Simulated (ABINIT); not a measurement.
# BaAlGeH (P3m1): making up for missing bands, part 2 of 2

Wanted: gap and time of BaAlGeH (P3m1) with truncated and completed band sums.

ABINIT 10.8.3; PBEsol and many-body steps on it, plane waves. Known limits of the many-body steps: short of the basis limit; exchange with frozen shells missing; mesh may overstate the screening; no spin-orbit coupling; coarse k mesh.

So far. Step 3 (Screening, 3×3×2 mesh, 78 bands, screening to 122.5 eV): Local fields lower ε∞ by 11 %. On a Γ-centred mesh this coarse the value itself is usually too large, while a short band sum pulls it down. Step 4 (78 bands): The gap on the mesh goes from 1.13 eV to 1.59 eV, a correction of +0.46 eV.

## Step 6: 22 bands

This step: G0W0 on PBEsol, plane waves, norm-conserving pseudopotentials.

The input, run.abi:

```
acell 3*1.0 Angstrom
rprim 
  4.344840000012 -0.000000000003 0.000000000000
  -2.172420000004 3.762741815391 0.000000000000
  0.000000000000 0.000000000000 5.216060000000
ntypat 4
znucl 56 13 32 1
natom 4
typat 1 2 3 4
xred 
  0.000000000000 0.000000000000 0.000000000000
  0.666666666667 0.333333333333 0.539500000000
  0.333333333333 0.666666666667 0.455100000000
  0.666666666667 0.333333333333 0.870300000000
pp_dirpath "pseudos"
pseudos "Ba.upf, Al.upf, Ge.upf, H.upf"
ecut 35
ngkpt 3 3 2
nshiftk 1
shiftk 0 0 0
kptopt 1
chksymbreak 0
istwfk *1
occopt 1
irdwfk 1
optdriver 4
nband 22
gwcalctyp 0
ecutsigx 35
symsigma 1
nkptgw 2
kptgw 
  0.0000000000 0.0000000000 0.5000000000
  0.0000000000 0.0000000000 0.0000000000
bdgw 
  12 17
  13 17
ecuteps 4.5
irdscr 1
ppmodel 1
indata_prefix "in"
outdata_prefix "out"
tmpdata_prefix "tmp"
```

Started as:

```
$ OMP_NUM_THREADS=1 mpirun -n 4 abinit run.abi > log
```

Log:

```text
.Version 10.8.3 of ABINIT. v10.8.2 released Aug 2026.

 Symmetries : space group P3 m 1 (#156); Bravais hP (primitive hexag.)
[... echo of the input left out ...]
== DATASET  1 ==================================================================
-   mpi_nproc: 4, omp_nthreads: 1 (-1 if OMP is not activated)

--- !DatasetInfo
iteration_state: {dtset: 1, }
dimensions: {natom: 4, nkpt: 6, mband: 22, nsppol: 1, nspinor: 1, nspden: 1, mpw: 5718, }
cutoff_energies: {ecut:  35.0, pawecutdg:  -1.0, }
electrons: {nelect:   2.80000000E+01, charge:   0.00000000E+00, occopt:   1.00000000E+00, tsmear:   1.00000000E-02, }

 SIGMA: Calculation of the GW corrections

 Based on a program developped by R.W. Godby, V. Olevano, G. Onida, and L. Reining.
 Incorporated in ABINIT by V. Olevano, G.-M. Rignanese, and M. Torrent.
.Using double precision arithmetic ; gwpc =  8

[... cell and pseudopotentials left out ...]
--------------------------------------------------------------------------------

 ==== K-mesh for the wavefunctions ====
 Number of points in the irreducible wedge :     6
[... list of points left out ...]
 Together with  6 symmetry operations and time-reversal symmetry
 yields    18 points in the full Brillouin Zone.

 ==== Q-mesh for screening function ====
 Number of points in the irreducible wedge :     6
[... list of points left out ...]
 Together with  6 symmetry operations and time-reversal symmetry
 yields    18 points in the full Brillouin Zone.

 vcoul_init : cutoff-mode = AUXILIARY_FUNCTION
 q-points for optical limit:   1
     1)      0.000010    0.000020    0.000030
 setmesh: FFT mesh size selected  =    40x   40x   54
          total number of points  =        86400

 Number of electrons calculated from density =   28.0000; Expected =   28.0000
[...]
number of omega for Sigma on real axis              0
 max omega for Sigma on real axis  [eV]           0.00
 zcut for avoiding poles [eV]                     0.10

 EPSILON^-1 parameters (SCR file):
 dimension of the eps^-1 matrix on file            249
 dimension of the eps^-1 matrix used               249
 number of plane-waves for wavefunctions          5655
 number of bands                                    22
 number of q-points in IBZ                           6
 number of frequencies                               2
 number of real frequencies                          1
 number of imag frequencies                          1

 matrix elements of self-energy operator (all in [eV])

 Perturbative Calculation

--- !SelfEnergy_ee
iteration_state: {dtset: 1, }
kpoint     : [   0.000,    0.000,    0.500, ]
spin       : 1
KS_gap     :    1.345
QP_gap     :    2.081
Delta_QP_KS:    0.735
data: !SigmaeeData |
     Band     E0 <VxcDFT>   SigX SigC(E0)      Z dSigC/dE  Sig(E)    E-E0       E
       12   5.060 -11.036 -13.052   2.702   0.789  -0.268 -10.495   0.542   5.602
       13   5.060 -11.036 -13.052   2.702   0.789  -0.268 -10.495   0.542   5.602
       14   5.107 -10.553 -12.086   2.405   0.787  -0.271  -9.868   0.686   5.793
[...]
--- !SelfEnergy_ee
iteration_state: {dtset: 1, }
kpoint     : [   0.000,    0.000,    0.000, ]
spin       : 1
KS_gap     :    1.553
QP_gap     :    2.302
Delta_QP_KS:    0.749
data: !SigmaeeData |
     Band     E0 <VxcDFT>   SigX SigC(E0)      Z dSigC/dE  Sig(E)    E-E0       E
[...]
16   8.408  -9.931  -5.601  -2.300   0.803  -0.245  -8.301   1.630  10.038
       17   8.408  -9.931  -5.601  -2.300   0.803  -0.245  -8.301   1.630  10.038

== END DATASET(S) ==============================================================
================================================================================

 -outvars: echo values of variables after computation  --------
           etotal      0.0000000000E+00
            nband          22
             nkpt           6
          spgroup         156
 [... the other variables as echoed above ...]

 Calculation completed.
```

Elapsed: 5.5 s, on 4 MPI ranks of Arm Neoverse V1, shared host; peak memory 0.19 GiB; 22 s of CPU time.

Read from the output:

```
G0W0 gap on the mesh                         : 1.775 eV
starting gap on the mesh                     : 1.128 eV
k of the valence top                         : 0, 0, 0.5
k of the conduction bottom                   : 0, 0, 0
Z at the valence top                         : 0.787
Z at the conduction bottom                   : 0.797
least direct G0W0 gap on the computed points : 2.081 eV
```

Against G0W0 in ABINIT (3×3×2 mesh, 78 bands, screening to 122.5 eV, Godby-Needs plasmon pole), the gap moves by +0.182 eV.

## Step 7: Screening, 3×3×2 mesh, 22 bands, screening to 122.5 eV

This step: RPA screening on PBEsol, plane waves, norm-conserving pseudopotentials.

Changes to run.abi since step 6:

```diff
@@ -25,17 +25,10 @@
 irdwfk 1
-optdriver 4
+optdriver 3
 nband 22
-gwcalctyp 0
-ecutsigx 35
-symsigma 1
-nkptgw 2
-kptgw 
-  0.0000000000 0.0000000000 0.5000000000
-  0.0000000000 0.0000000000 0.0000000000
-bdgw 
-  12 17
-  13 17
 ecuteps 4.5
-irdscr 1
-ppmodel 1
+inclvkb 2
+awtr 1
+symchi 1
+gwcomp 1
+gwencomp 3
 indata_prefix "in"
```

Log:

```text
.Version 10.8.3 of ABINIT. v10.8.2 released Aug 2026.

 Symmetries : space group P3 m 1 (#156); Bravais hP (primitive hexag.)
[... echo of the input left out ...]
== DATASET  1 ==================================================================
-   mpi_nproc: 4, omp_nthreads: 1 (-1 if OMP is not activated)

--- !DatasetInfo
iteration_state: {dtset: 1, }
dimensions: {natom: 4, nkpt: 6, mband: 22, nsppol: 1, nspinor: 1, nspden: 1, mpw: 5718, }
cutoff_energies: {ecut:  35.0, pawecutdg:  -1.0, }
[...]
--------------------------------------------------------------------------------
[... chi0 elements left out ...]
 For q-point:  0.000010 0.000020 0.000030
  dielectric constant =  25.5408
  dielectric constant without local fields =  28.7379

  Average fulfillment of the sum rule on Im[epsilon] for q-point    1 :    258.16  [%]
[... wings left out ...]
  q-point number  2        q = ( 0.333333, 0.000000, 0.000000) [r.l.u.]
--------------------------------------------------------------------------------
[... chi0 elements left out ...]
  Average fulfillment of the sum rule on Im[epsilon] for q-point    2 :    259.87  [%]

 [... 4 further q-points ...]
```

Run time: 10 s. Hardware: 4 MPI ranks; peak memory 0.52 GiB; 40 s of CPU time.

Read from the output:

- ε∞ with local fields, on this mesh: 25.54
- ε∞ without local fields, on this mesh: 28.74
- plasma frequency: 21.28 eV
- plane waves in the screening matrix: 249

## Step 8: 22 bands, completed

This step: G0W0 on PBEsol, plane waves, norm-conserving pseudopotentials.

Changes to run.abi since step 7:

```diff
@@ -25,8 +25,17 @@
 irdwfk 1
-optdriver 3
+optdriver 4
 nband 22
+gwcalctyp 0
+ecutsigx 35
+symsigma 1
+nkptgw 2
+kptgw 
+  0.0000000000 0.0000000000 0.5000000000
+  0.0000000000 0.0000000000 0.0000000000
+bdgw 
+  12 17
+  13 17
 ecuteps 4.5
-inclvkb 2
-awtr 1
-symchi 1
+irdscr 1
+ppmodel 1
 gwcomp 1
```

Log:

```text
.Version 10.8.3 of ABINIT. v10.8.2 released Aug 2026.

 Symmetries : space group P3 m 1 (#156); Bravais hP (primitive hexag.)
[... echo of the input left out ...]
== DATASET  1 ==================================================================
-   mpi_nproc: 4, omp_nthreads: 1 (-1 if OMP is not activated)

--- !DatasetInfo
iteration_state: {dtset: 1, }
dimensions: {natom: 4, nkpt: 6, mband: 22, nsppol: 1, nspinor: 1, nspden: 1, mpw: 5718, }
cutoff_energies: {ecut:  35.0, pawecutdg:  -1.0, }
[...]
Band     E0 <VxcDFT>   SigX SigC(E0)      Z dSigC/dE  Sig(E)    E-E0       E
[...]
16   8.408  -9.931  -5.601  -2.901   0.826  -0.211  -8.752   1.180   9.588
       17   8.408  -9.931  -5.601  -2.901   0.826  -0.211  -8.752   1.180   9.588

== END DATASET(S) ==============================================================
================================================================================

 -outvars: echo values of variables after computation  --------
           etotal      0.0000000000E+00
            nband          22
             nkpt           6
          spgroup         156
 [... the other variables as echoed above ...]

 Calculation completed.
```

Run time: 5.7 s. Hardware: 4 MPI ranks; peak memory 0.19 GiB.

This step gave:

```
G0W0 gap on the mesh                         : 1.718 eV
starting gap on the mesh                     : 1.128 eV
k of the valence top                         : 0, 0, 0.5
k of the conduction bottom                   : 0, 0, 0
least direct G0W0 gap on the computed points : 1.975 eV
```

Against G0W0 in ABINIT (3×3×2 mesh, 78 bands, screening to 122.5 eV, Godby-Needs plasmon pole), the gap moves by +0.125 eV.

## Step 9: Screening, 3×3×2 mesh, 36 bands, screening to 122.5 eV

This step: RPA screening on PBEsol, plane waves, norm-conserving pseudopotentials.

Changes to run.abi since step 8:

```diff
@@ -25,19 +25,8 @@
 irdwfk 1
-optdriver 4
-nband 22
-gwcalctyp 0
-ecutsigx 35
-symsigma 1
-nkptgw 2
-kptgw 
-  0.0000000000 0.0000000000 0.5000000000
-  0.0000000000 0.0000000000 0.0000000000
-bdgw 
-  12 17
-  13 17
+optdriver 3
+nband 36
 ecuteps 4.5
-irdscr 1
-ppmodel 1
-gwcomp 1
-gwencomp 3
+inclvkb 2
+awtr 1
+symchi 1
 indata_prefix "in"
```

Log:

```text
.Version 10.8.3 of ABINIT. v10.8.2 released Aug 2026.

 Symmetries : space group P3 m 1 (#156); Bravais hP (primitive hexag.)
[... echo of the input left out ...]
== DATASET  1 ==================================================================
-   mpi_nproc: 4, omp_nthreads: 1 (-1 if OMP is not activated)

--- !DatasetInfo
iteration_state: {dtset: 1, }
dimensions: {natom: 4, nkpt: 6, mband: 36, nsppol: 1, nspinor: 1, nspden: 1, mpw: 5718, }
cutoff_energies: {ecut:  35.0, pawecutdg:  -1.0, }
[...]
--------------------------------------------------------------------------------
[... chi0 elements left out ...]
 For q-point:  0.000010 0.000020 0.000030
  dielectric constant =  25.6546
  dielectric constant without local fields =  29.0025

  Average fulfillment of the sum rule on Im[epsilon] for q-point    1 :     33.11  [%]
[... wings left out ...]
  q-point number  2        q = ( 0.333333, 0.000000, 0.000000) [r.l.u.]
--------------------------------------------------------------------------------
[... chi0 elements left out ...]
  Average fulfillment of the sum rule on Im[epsilon] for q-point    2 :     47.60  [%]

 [... 4 further q-points ...]
```

Elapsed: 8.1 s, on 4 MPI ranks; peak memory 0.54 GiB; 32 s of CPU time.

Read from the output:

| Property | Result |
| --- | --- |
| ε∞ with local fields, on this mesh | 25.65 |
| ε∞ without local fields, on this mesh | 29.00 |
| plasma frequency | 21.28 eV |
| plane waves in the screening matrix | 249 |

## Step 10: 36 bands

This step: G0W0 on PBEsol, plane waves, norm-conserving pseudopotentials.

Changes to run.abi since step 9:

```diff
@@ -25,8 +25,17 @@
 irdwfk 1
-optdriver 3
+optdriver 4
 nband 36
+gwcalctyp 0
+ecutsigx 35
+symsigma 1
+nkptgw 2
+kptgw 
+  0.0000000000 0.0000000000 0.5000000000
+  0.0000000000 0.0000000000 0.0000000000
+bdgw 
+  12 17
+  13 17
 ecuteps 4.5
-inclvkb 2
-awtr 1
-symchi 1
+irdscr 1
+ppmodel 1
 indata_prefix "in"
```

Log:

```text
.Version 10.8.3 of ABINIT. v10.8.2 released Aug 2026.

 Symmetries : space group P3 m 1 (#156); Bravais hP (primitive hexag.)
[... echo of the input left out ...]
== DATASET  1 ==================================================================
-   mpi_nproc: 4, omp_nthreads: 1 (-1 if OMP is not activated)

--- !DatasetInfo
iteration_state: {dtset: 1, }
dimensions: {natom: 4, nkpt: 6, mband: 36, nsppol: 1, nspinor: 1, nspden: 1, mpw: 5718, }
cutoff_energies: {ecut:  35.0, pawecutdg:  -1.0, }
[...]
Band     E0 <VxcDFT>   SigX SigC(E0)      Z dSigC/dE  Sig(E)    E-E0       E
[...]
16   8.408  -9.931  -5.601  -3.206   0.793  -0.261  -9.040   0.891   9.299
       17   8.408  -9.931  -5.601  -3.206   0.793  -0.261  -9.040   0.891   9.299

== END DATASET(S) ==============================================================
================================================================================

 -outvars: echo values of variables after computation  --------
           etotal      0.0000000000E+00
            nband          36
             nkpt           6
          spgroup         156
 [... the other variables as echoed above ...]

 Calculation completed.
```

The job ended after 6.2 s (4 MPI ranks; peak memory 0.53 GiB; 24 s of CPU time).

Read from the output:

| Property | Result |
| --- | --- |
| G0W0 gap on the mesh | 1.612 eV |
| starting gap on the mesh | 1.128 eV |
| k of the valence top | 0, 0, 0.5 |
| k of the conduction bottom | 0, 0, 0 |
| least direct G0W0 gap on the computed points | 1.890 eV |

Against G0W0 in ABINIT (3×3×2 mesh, 78 bands, screening to 122.5 eV, Godby-Needs plasmon pole), the gap moves by +0.019 eV.

## Step 11: Screening, 3×3×2 mesh, 36 bands, screening to 122.5 eV

This step: RPA screening on PBEsol, plane waves, norm-conserving pseudopotentials.

Changes to run.abi since step 10:

```diff
@@ -25,17 +25,10 @@
 irdwfk 1
-optdriver 4
+optdriver 3
 nband 36
-gwcalctyp 0
-ecutsigx 35
-symsigma 1
-nkptgw 2
-kptgw 
-  0.0000000000 0.0000000000 0.5000000000
-  0.0000000000 0.0000000000 0.0000000000
-bdgw 
-  12 17
-  13 17
 ecuteps 4.5
-irdscr 1
-ppmodel 1
+inclvkb 2
+awtr 1
+symchi 1
+gwcomp 1
+gwencomp 3
 indata_prefix "in"
```

Log:

```text
.Version 10.8.3 of ABINIT. v10.8.2 released Aug 2026.

 Symmetries : space group P3 m 1 (#156); Bravais hP (primitive hexag.)
[... echo of the input left out ...]
== DATASET  1 ==================================================================
-   mpi_nproc: 4, omp_nthreads: 1 (-1 if OMP is not activated)

--- !DatasetInfo
iteration_state: {dtset: 1, }
dimensions: {natom: 4, nkpt: 6, mband: 36, nsppol: 1, nspinor: 1, nspden: 1, mpw: 5718, }
cutoff_energies: {ecut:  35.0, pawecutdg:  -1.0, }
[...]
--------------------------------------------------------------------------------
[... chi0 elements left out ...]
 For q-point:  0.000010 0.000020 0.000030
  dielectric constant =  25.8184
  dielectric constant without local fields =  29.0025

  Average fulfillment of the sum rule on Im[epsilon] for q-point    1 :    198.77  [%]
[... wings left out ...]
  q-point number  2        q = ( 0.333333, 0.000000, 0.000000) [r.l.u.]
--------------------------------------------------------------------------------
[... chi0 elements left out ...]
  Average fulfillment of the sum rule on Im[epsilon] for q-point    2 :    186.23  [%]

 [... 4 further q-points ...]
```

Wall time 12 s (4 MPI ranks); peak memory 0.57 GiB; 48 s of CPU time.

Read from the output:

```
ε∞ with local fields, on this mesh    : 25.82
ε∞ without local fields, on this mesh : 29.00
plasma frequency                      : 21.28 eV
plane waves in the screening matrix   : 249
```

## Step 12: 36 bands, completed

This step: G0W0 on PBEsol, plane waves, norm-conserving pseudopotentials.

Changes to run.abi since step 11:

```diff
@@ -25,8 +25,17 @@
 irdwfk 1
-optdriver 3
+optdriver 4
 nband 36
+gwcalctyp 0
+ecutsigx 35
+symsigma 1
+nkptgw 2
+kptgw 
+  0.0000000000 0.0000000000 0.5000000000
+  0.0000000000 0.0000000000 0.0000000000
+bdgw 
+  12 17
+  13 17
 ecuteps 4.5
-inclvkb 2
-awtr 1
-symchi 1
+irdscr 1
+ppmodel 1
 gwcomp 1
```

Log:

```text
.Version 10.8.3 of ABINIT. v10.8.2 released Aug 2026.

 Symmetries : space group P3 m 1 (#156); Bravais hP (primitive hexag.)
[... echo of the input left out ...]
== DATASET  1 ==================================================================
-   mpi_nproc: 4, omp_nthreads: 1 (-1 if OMP is not activated)

--- !DatasetInfo
iteration_state: {dtset: 1, }
dimensions: {natom: 4, nkpt: 6, mband: 36, nsppol: 1, nspinor: 1, nspden: 1, mpw: 5718, }
cutoff_energies: {ecut:  35.0, pawecutdg:  -1.0, }
[...]
Band     E0 <VxcDFT>   SigX SigC(E0)      Z dSigC/dE  Sig(E)    E-E0       E
[...]
16   8.408  -9.931  -5.601  -3.684   0.789  -0.268  -9.422   0.509   8.918
       17   8.408  -9.931  -5.601  -3.684   0.789  -0.268  -9.422   0.509   8.918

== END DATASET(S) ==============================================================
================================================================================

 -outvars: echo values of variables after computation  --------
           etotal      0.0000000000E+00
            nband          36
             nkpt           6
          spgroup         156
 [... the other variables as echoed above ...]

 Calculation completed.
```

Wall time 6.8 s (4 MPI ranks); peak memory 0.53 GiB; 26 s of CPU time.

Numbers from this step:

* G0W0 gap on the mesh: 1.596 eV
* starting gap on the mesh: 1.128 eV
* k of the valence top: 0, 0, 0.5
* k of the conduction bottom: 0, 0, 0
* least direct G0W0 gap on the computed points: 1.826 eV

Against G0W0 in ABINIT (3×3×2 mesh, 78 bands, screening to 122.5 eV, Godby-Needs plasmon pole), the gap moves by +0.003 eV.

## Step 13: The runs together

Times are wall times on 4 MPI ranks of Arm Neoverse V1, shared host, good to a factor of about two. A run's time includes the screening step that it read.

| run | mesh | bands | screening cutoff (eV) | DFT gap (eV) | gap on the mesh (eV) | direct (eV) | ε∞ used | time |
| --- | --- | --- | --- | --- | --- | --- | --- | --- |
| 78 bands | 3×3×2 | 78 | 122.5 | 1.128 | 1.593 | 1.839 | 25.84 | 22 s |
| 22 bands | 3×3×2 | 22 | 122.5 | 1.128 | 1.775 | 2.081 | 25.28 | 11 s |
| 22 bands, completed | 3×3×2 | 22 | 122.5 | 1.128 | 1.718 | 1.975 | 25.54 | 16 s |
| 36 bands | 3×3×2 | 36 | 122.5 | 1.128 | 1.612 | 1.890 | 25.65 | 14 s |
| 36 bands, completed | 3×3×2 | 36 | 122.5 | 1.128 | 1.596 | 1.826 | 25.82 | 19 s |

## Step 14: Summary of results

```json
{
  "78 bands": "1.593 eV",
  "22 bands": "1.775 eV",
  "22 bands, completed": "1.718 eV",
  "36 bands": "1.612 eV",
  "36 bands, completed": "1.596 eV"
}
```

In words: 22 bands: +0.182 eV against 78 bands. 22 bands, completed: +0.125 eV against 78 bands. 36 bands: +0.019 eV against 78 bands. 36 bands, completed: +0.003 eV against 78 bands. The row with most bands is itself short of the limit, so it is no exact reference, and agreement of a truncated run with it can be a cancellation between the edges. The 3×3×2 mesh is coarse for this cell, which bears on the long-range parts of exchange and screening. The norm-conserving file of at least one element keeps a d shell over frozen s and p shells of the same row. Exchange with those shells is missing from the self-energy, an error of 0.3 to 0.9 eV in cases checked, whose sign depends on which edge lies on those atoms. The RPA ε∞ on this mesh reaches over 25; with a narrow direct gap a coarse mesh can overstate it, and the correction is then too small. The many-body steps are scalar-relativistic: spin-orbit coupling is not in them.

[Long decimals in the printed logs are rounded to 6 places.]

[Logs are printed without paths, hosts, clocks, repeated set-up lines and the standing remarks that a program may print on its own settings, such as how far it seeks lower states.]

[Paths, hosts, dates, memory and timing lines, banners, echoed tables and standing remarks are left out of the program output; an Ansatz launch command may be rebuilt from the run's recorded settings. Measured values are a selection of at most five: reports struck by readers or far from the other reports are left out. None is set beside runs whose start may be inverted or whose files or cutoffs have a known fault.]

[Runs of the session that timed out or met a known fault of the program may be left out.]

[Hosts, paths, dates, database ids (printed as entryN), source tags and the programs' standing remarks are cut or masked in the printed files.]

[G0W0 gaps are taken among the corrected bands and points alone; a level outside them can change the order at an edge.]

[Where Ansatz stands beside ABINIT at settings called matched, ABINIT's density can come from a denser mesh and the files from another edition; pairs whose starting gaps differed by over 0.03 eV were left out, so agreement reads better than it is.]
